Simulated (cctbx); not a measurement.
**CePrMgV2S4O4 across an absorption edge**

Space group C2 (no. 5), a = 7.3530 Å, b = 12.1370 Å, c = 7.0500 Å, α = 90.00°, β = 121.28°, γ = 90.00°.

```csv
atom,mult.,x,y,z,Ueq (Å²)
Pr1,2,1/2,0.8986,0,0.0034
Ce1,2,0,0.6295,1/2,0.0035
V1,2,1/2,0.6238,1/2,0.0052
V2,2,0,0.8509,0,0.0046
S1,4,0.4283,0.7126,0.7028,0.0057
S2,4,0.2418,0.9775,0.1523,0.0054
Mg1,2,1/2,0.6012,0,0.0078
O1,4,0.2133,0.5459,0.3163,0.0052
O2,4,0.1046,0.7781,0.8229,0.0056
```

This is a model crystal, built by substitution and not relaxed, with assumed displacement parameters.

Calculated with cctbx: free-atom f′ and f″ from the Sasaki tables, no fine structure; amplitudes in electrons.

| E (eV) | F 0 2 1 | F 1 3 1 | F 0 0 2 | F 2 0 1 |
| --- | --- | --- | --- | --- |
| 5364 | 243.9 | 194.8 | 147.4 | 27.2 |
| 5714 | 234.5 | 171.3 | 133.9 | 15.3 |
| 5844 | 247.4 | 171.1 | 146.4 | 34.3 |
| 5904 | 246.2 | 170.1 | 145.4 | 38.1 |
| 5934 | 243.8 | 168.3 | 143.1 | 41.1 |
| 5949 | 241.0 | 166.3 | 140.4 | 44.0 |
| 5956 | 238.5 | 164.5 | 138.0 | 46.5 |
| 5960 | 235.8 | 162.6 | 135.4 | 49.1 |
| 5968 | 235.7 | 172.3 | 138.5 | 47.6 |
| 5972 | 239.3 | 174.6 | 141.9 | 44.0 |
| 5979 | 242.4 | 176.6 | 144.8 | 41.1 |
| 5994 | 245.8 | 178.7 | 148.0 | 37.8 |
| 6024 | 248.8 | 180.5 | 150.9 | 34.6 |
| 6114 | 252.0 | 181.7 | 153.9 | 29.6 |
| 6364 | 260.7 | 183.6 | 162.3 | 34.7 |

**Question.** Which edge is crossed, and why do the reflections move as they do?

The L3 edge of Pr. The edge is at 5964 eV. f′ of Pr falls from -11.8 e at 5844 eV to -19.2 e at 4 eV below it, and f″ steps from 3.54 to 10.68 e across it. Over that approach |F| changes by -5 % (0 2 1), -5 % (1 3 1), -8 % (0 0 2) and +43 % (2 0 1): a reflection falls where Pr scatters in phase with the total and rises where it scatters against it; it hardly moves where the Pr term is small or cancels by symmetry or lies in quadrature to the total. The f″ term interferes with the normal scattering with opposite sign for the two Friedel mates. The largest Friedel difference in the scan is 11.7 % of the mean (1 3 1, at 5844 eV).

[Logs are printed without paths, hosts, clocks, repeated set-up lines and the standing remarks that a program may print on its own settings, such as how far it seeks lower states.]
